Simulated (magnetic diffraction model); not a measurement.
# Which magnetic order? Mn3Ge3S7O2

Space group C2/c (no. 15), a = 6.2750 Å, b = 10.8530 Å, c = 15.3920 Å, β = 91.99°.

| site | atom | x | y | z |
| --- | --- | --- | --- | --- |
| 8f | Ge | 0.5013 | 0.8317 | 0.4144 |
| 4e | Ge | 1/2 | 0.4921 | 1/4 |
| 8f | Mn | 0.5128 | 0.8383 | 0.6559 |
| 4a | Mn | 0 | 0 | 1/2 |
| 8f | S | 0.6963 | 0.0782 | 0.4384 |
| 8f | S | 0.2002 | 0.0828 | 0.4012 |
| 8f | S | 0.4354 | 0.3308 | 0.4234 |
| 4e | S | 1/2 | 0.0091 | 1/4 |
| 8f | O | 0.2755 | 0.2410 | 0.2375 |

The compound is invented for this exercise: a known structure type with other elements, its cell scaled to their sizes and not relaxed.

Only Mn is taken to order (form factors of Mn2+); orders and moment sizes are assumed, and not adapted to the symmetry. Radiation: neutrons of λ = 2.52 Å, 5° to 50°; isotropic B of 0.32 Å² (Ge), 0.37 Å² (Mn), 0.3 Å² (S) and 0.39 Å² (O). Simulated constant-wavelength pattern: nuclear and magnetic terms add, the magnetic one as |2.695 fm × Σ f S⊥ exp(2πi Q·r) exp(−B s²)|², summed over all Q at one angle with the factor 1/(sin²θ cos θ). For collinear order S is the moment m, which repeats by lattice and centring translations R with the sign exp(−2πi k·R). Free-ion form factors, Sears's scattering lengths of 1992, no absorption; a label names one of the reflections at its angle. The strongest nuclear line in the range is 100, and lines under 0.2 are left out.

Above the ordering temperature:

```tsv
2θ (°)	index	I
18.86	(0 0 2)	33.4
26.85	(0 2 0)	16.5
28.22	(1 1 -1)	55.6
28.51	(0 2 1)	65.0
28.77	(1 1 1)	41.9
32.52	(1 1 -2)	99.2
33.02	(0 2 2)	27.8
33.48	(1 1 2)	100.0
38.25	(0 0 4)	14.4
38.89	(1 1 -3)	90.6
39.52	(0 2 3)	55.2
40.12	(1 1 3)	52.5
46.63	(1 1 -4)	3.6
47.35	(0 2 4)	1.9
47.42	(1 3 0)	8.4
48.05	(1 1 4)	0.6
48.28	(1 3 -1)	0.3
```

Below it (cell unchanged):

```
2θ (°)      I
 14.12  176.3
 18.86   33.4
 23.63   17.3
 26.85   16.5
 27.11  246.9
 27.27  160.9
 27.40  297.3
 28.22   55.6
 28.51   65.0
 28.77   41.9
 30.05   53.4
 30.46   39.1
 30.83   40.3
 32.52   99.2
 33.02   27.8
 33.32   19.8
 33.48  100.0
 35.50   22.3
 36.07   15.5
 36.61    7.3
 38.25   14.4
 38.89   90.6
 39.52   55.2
 40.12   52.5
 42.61   18.6
 43.26   20.9
 43.30    7.5
 43.95    7.7
 46.63    3.6
 47.35    1.9
 47.42    8.4
 47.47   10.0
 47.59   18.0
 47.77   17.1
 47.82   11.0
 48.05    0.6
```
(The table stops after 36 lines; 4 more lie at higher angle.)

**Question.** Find the propagation vector, then choose among these models:
A. collinear moments along [111], 4.6 μB on Mn; signs + at (0.5128, 0.8383, 0.6559), + at (0.4872, 0.8383, 0.8441), − at (0.4872, 0.1617, 0.3441), − at (0.5128, 0.1617, 0.1559), − at (0, 0, 1/2), + at (0, 0, 0)
B. collinear moments along [101], 4.6 μB on Mn; signs + at (0.5128, 0.8383, 0.6559), + at (0.4872, 0.8383, 0.8441), − at (0.4872, 0.1617, 0.3441), − at (0.5128, 0.1617, 0.1559), − at (0, 0, 1/2), + at (0, 0, 0)
C. collinear moments along [111], 4.6 μB on Mn; signs + at (0.5128, 0.8383, 0.6559), + at (0.4872, 0.8383, 0.8441), + at (0.4872, 0.1617, 0.3441), − at (0.5128, 0.1617, 0.1559), − at (0, 0, 1/2), − at (0, 0, 0)
D. collinear moments along [101], 4.6 μB on Mn; signs + at (0.5128, 0.8383, 0.6559), + at (0.4872, 0.8383, 0.8441), + at (0.4872, 0.1617, 0.3441), − at (0.5128, 0.1617, 0.1559), − at (0, 0, 1/2), − at (0, 0, 0)

The new lines index as (0 0 3/2) at 14.12°, (0 0 5/2) at 23.63°, (1 1 -1/2) at 27.11° and (0 2 1/2) at 27.27°, that is as H ± k with k = (0 0 3/2). Half indices mean that the moments reverse under translations with k·R a half-integer, and the magnetic cell has twice the primitive volume. Below the range, at 4.69°, lies the magnetic line (0 0 1/2) with 737.

Magnetic intensity, observed (below minus above) and for each model:

| 2θ (°) | index | observed | A | B | C | D |
| --- | --- | --- | --- | --- | --- | --- |
| 14.12 | (0 0 3/2) | 176.3 | 176.3 | 55.4 | 41.9 | 13.2 |
| 27.11 | (1 1 -1/2) | 246.9 | 246.9 | 286.5 | 114.3 | 117.2 |
| 27.27 | (0 2 1/2) | 160.9 | 160.9 | 283.6 | 91.7 | 112.5 |
| 27.40 | (1 1 1/2) | 297.3 | 297.3 | 235.5 | 78.8 | 98.7 |
| 30.05 | (1 1 -3/2) | 53.4 | 53.4 | 56.0 | 132.4 | 148.7 |
| 30.46 | (0 2 3/2) | 39.1 | 39.1 | 56.0 | 150.0 | 130.0 |
| 35.50 | (1 1 -5/2) | 22.3 | 22.3 | 22.4 | 59.6 | 68.0 |
| 36.07 | (0 2 5/2) | 15.5 | 15.5 | 14.5 | 65.0 | 43.8 |

Model A matches.

The structure used: k = (0 0 3/2), collinear moments along [111], 4.6 μB on Mn; signs + at (0.5128, 0.8383, 0.6559), + at (0.4872, 0.8383, 0.8441), − at (0.4872, 0.1617, 0.3441), − at (0.5128, 0.1617, 0.1559), − at (0, 0, 1/2), + at (0, 0, 0).

[Logs are printed without paths, hosts, clocks, repeated set-up lines and the standing remarks that a program may print on its own settings, such as how far it seeks lower states.]
